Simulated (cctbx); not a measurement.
**Interatomic vectors of Eu2Ga9IrRh2**

Space group Cmcm (no. 63), a = 13.2220 Å, b = 7.5030 Å, c = 9.6570 Å, α = 90.00°, β = 90.00°, γ = 90.00°, content Ir4 Eu8 Rh8 Ga36.

Simulated single-crystal data (cctbx): Ag Kα, λ = 0.56087 Å, to d = 0.65 Å, 80 % of the full sphere, strongest reflection 5000 counts, noise from counting, a 3 % proportional error and a noise floor of 2 counts (s.d.); no absorption.

Patterson synthesis from sharpened amplitudes, origin scaled to 1000:

```text
Patterson group C m m m
      u       v       w   height  length (A)
  0.000   0.000   0.000   1000.0     0.00
  0.166   0.500   0.000    648.8     4.35
  0.000   0.000   0.500    385.9     4.83
  0.166   0.500   0.500    291.1     6.50
  0.167   0.170   0.250    290.6     3.51
  0.000   0.000   0.320    271.5     3.09
  0.167   0.500   0.316    266.9     5.32
  0.000   0.339   0.500    220.3     5.46
  0.000   0.329   0.252    173.9     3.46
  0.000   0.334   0.064    154.4     2.58
  0.166   0.173   0.433    153.4     4.90
  0.166   0.172   0.067    152.1     2.63
  0.166   0.160   0.500    146.7     5.44
  0.000   0.332   0.437    146.2     4.90
```

**Question.** Which atom pairs make the peaks, and where is the heaviest atom?

A peak at u stands for all pairs with xi − xj = u, with weight Σ ZiZj against Σ Z² = 106264 at the origin. Peak heights follow these weights only roughly, since form factors, motion and series ripples differ, all vectors within 0.55 Å of a peak are counted as merged into it though the farther ones add only part of their weight, and F(000) is left out, which lowers the whole map:

| u | v | w | shortest length (Å) | height | 1000 ΣZiZj/ΣZ² | pairs in the cell |
| --- | --- | --- | --- | --- | --- | --- |
| 0.166 | 0.500 | 0.000 | 4.35 | 649 | 704 | 8 × Ir–Rh, 24 × Ga–Ga, 4 × Eu–Eu, 4 × Rh–Rh |
| 0.000 | 0.000 | 0.500 | 4.83 | 386 | 376 | 4 × Ir–Ir, 8 × Rh–Rh |
| 0.166 | 0.500 | 0.500 | 6.50 | 291 | 337 | 8 × Ir–Rh, 4 × Rh–Rh |
| 0.167 | 0.170 | 0.250 | 3.51 | 291 | 289 | 4 × Ir–Eu, 4 × Eu–Rh |
| 0.000 | 0.000 | 0.320 | 3.09 | 272 | 366 | 16 × Eu–Ga, 8 × Ga–Ga |
| 0.167 | 0.500 | 0.316 | 5.32 | 267 | 403 | 16 × Eu–Ga, 12 × Ga–Ga |
| 0.000 | 0.339 | 0.500 | 5.46 | 220 | 276 | 4 × Eu–Eu, 14 × Ga–Ga |
| 0.000 | 0.329 | 0.252 | 3.47 | 174 | 213 | 8 × Eu–Rh |
| 0.000 | 0.334 | 0.064 | 2.58 | 154 | 195 | 8 × Rh–Ga, 4 × Ir–Ga |
| 0.166 | 0.173 | 0.433 | 4.90 | 153 | 195 | 8 × Rh–Ga, 4 × Ir–Ga |

The table stops at ten peaks or at a height of 45, below which ripples compete. In the model behind the data Ir, the heaviest element, has 1 independent site: (0, 0, 1/2), up to an allowed shift of origin; the Ir–Ir vectors are differences of these positions and their symmetry mates. The whole model:

```
atom  mult.       x       y       z  Ueq (Å²)
 Ir1      4       0       0     1/2    0.0025
 Eu1      8  0.8326  0.8311     3/4    0.0037
 Rh1      8  0.6663       0     1/2    0.0029
 Ga1      8  0.6034  0.9442     3/4    0.0063
 Ga2      4       0  0.8646     1/4    0.0035
 Ga3     16  0.6644  0.6740  0.9316    0.0042
 Ga4      8       0  0.3409  0.0609    0.0030
```

This is a model crystal, built by substitution and not relaxed, with assumed displacement parameters.

[Logs are printed without paths, hosts, clocks, repeated set-up lines and the standing remarks that a program may print on its own settings, such as how far it seeks lower states.]
